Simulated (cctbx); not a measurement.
## What is wrong with this refinement?

Cell a = 10.3500 Å, b = 10.3500 Å, c = 15.0610 Å, α = 90.00°, β = 90.00°, γ = 120.00°; space group R-3m (no. 166). The compound is In17Bi2.

Simulated single-crystal data (cctbx): Cu Kα, λ = 1.54184 Å, to d = 0.83 Å, 80 % of the full sphere, strongest reflection 40000 counts, noise from counting, a 6 % proportional error and a noise floor of 4 counts (s.d.); no absorption, and some extinction, which the refinements don't model.

An isotropic refinement with weights 1/σ² prints:

```text
Rint 0.047, 340 unique reflections to 0.83 A
cycle     R1     wR2    GooF  max shift (A)
   1  0.8267  0.9803  36.197   0.01333
  12  0.3566  0.7576  27.976   0.20275
final R1 0.3526 wR2 0.7532 GooF 27.812  parameters 13  data/parameter 26.2
atom        x        y        z      Ueq    occ   su(xyz)  su(Uiso or U11)
Bi1    0.33333  0.66667  0.33165   0.0001  1.000  0.00106  0.0065
In1    0.33333  0.66667  0.56841   0.0001  1.000  0.00198  0.0079
In2    0.17168  0.34336  0.18197   0.0001  1.000  0.00189  0.0066
In3    0.70237  0.70237  0.00000   0.0001  1.000  0.00174  0.0065
In4    0.83333  0.16667  0.16667   0.0001  1.000  0.00000  0.0074
In5    0.60526  0.80263  0.82857   1.0000  1.000  0.03349  0.1699
difference map: max 191.44 min -15.94 rms 9.18
Q1    0.0000  0.0000  0.3342    6  191.60  0.01 A from Bi1
Q2    0.0000  0.2977  0.0000   18  107.83  0.00 A from In3
Q3    0.0074  0.5037  0.1514   18  106.95  0.02 A from In2
Q4    0.0000  0.0000  0.0978    6  104.74  0.01 A from In1
Q5    0.0000  0.5000  0.5000    9  103.89  0.00 A from In4
Q6    0.0000  0.0000  0.4151    6   11.81  1.21 A from Bi1
```

Q: Accept it or mend it, and why?

Mend it. The fault: spurious atom: In5. Against the right model at the same level, R1 goes from 0.0112 to 0.3526 and GooF from 1.00 to 27.81, In5 takes U = the program's ceiling and the top difference peak, 191.6 e/Å³, lies on Bi1. A site with no density behind it hides by a very large U or drifts. The fit had not settled when the cycles ran out.

The compound is In17Bi2. The right model at the same level gives:

```text
Rint 0.047, 340 unique reflections to 0.83 A
cycle     R1     wR2    GooF  max shift (A)
   1  0.1612  0.4342  15.962   0.05849
   2  0.0112  0.0271   0.998   0.00000
final R1 0.0112 wR2 0.0271 GooF 0.998  parameters 10  data/parameter 34.0
atom        x        y        z      Ueq    occ   su(xyz)  su(Uiso or U11)
Bi1    0.33333  0.66667  0.33192   0.0025  1.000  0.00002  0.0001
In1    0.33333  0.66667  0.56817   0.0036  1.000  0.00003  0.0001
In2    0.17134  0.34267  0.18201   0.0026  1.000  0.00003  0.0001
In3    0.70236  0.70236  0.00000   0.0029  1.000  0.00003  0.0001
In4    0.83333  0.16667  0.16667   0.0035  1.000  0.00000  0.0001
difference map: max 0.73 min -1.26 rms 0.21
Q1    0.1114  0.2229  0.9857   18    0.73  1.69 A from In3
Q2    0.0401  0.0801  0.7004   18    0.71  0.89 A from Bi1
Q3    0.0963  0.5481  0.0193   18    0.68  2.14 A from In2
Q4    0.1156  0.2313  0.7016   18    0.67  2.04 A from In3
Q5    0.0890  0.1779  0.2454   18    0.66  1.76 A from In2
Q6    0.0518  0.1035  0.4712   18    0.60  1.99 A from In2
```

The model was made for the exercise: a known structure type with other elements put in, its volume estimated, not relaxed; displacement parameters are assumed.

[Middle refinement cycles are left out of these outputs.]

[Logs are printed without paths, hosts, clocks, repeated set-up lines and the standing remarks that a program may print on its own settings, such as how far it seeks lower states.]
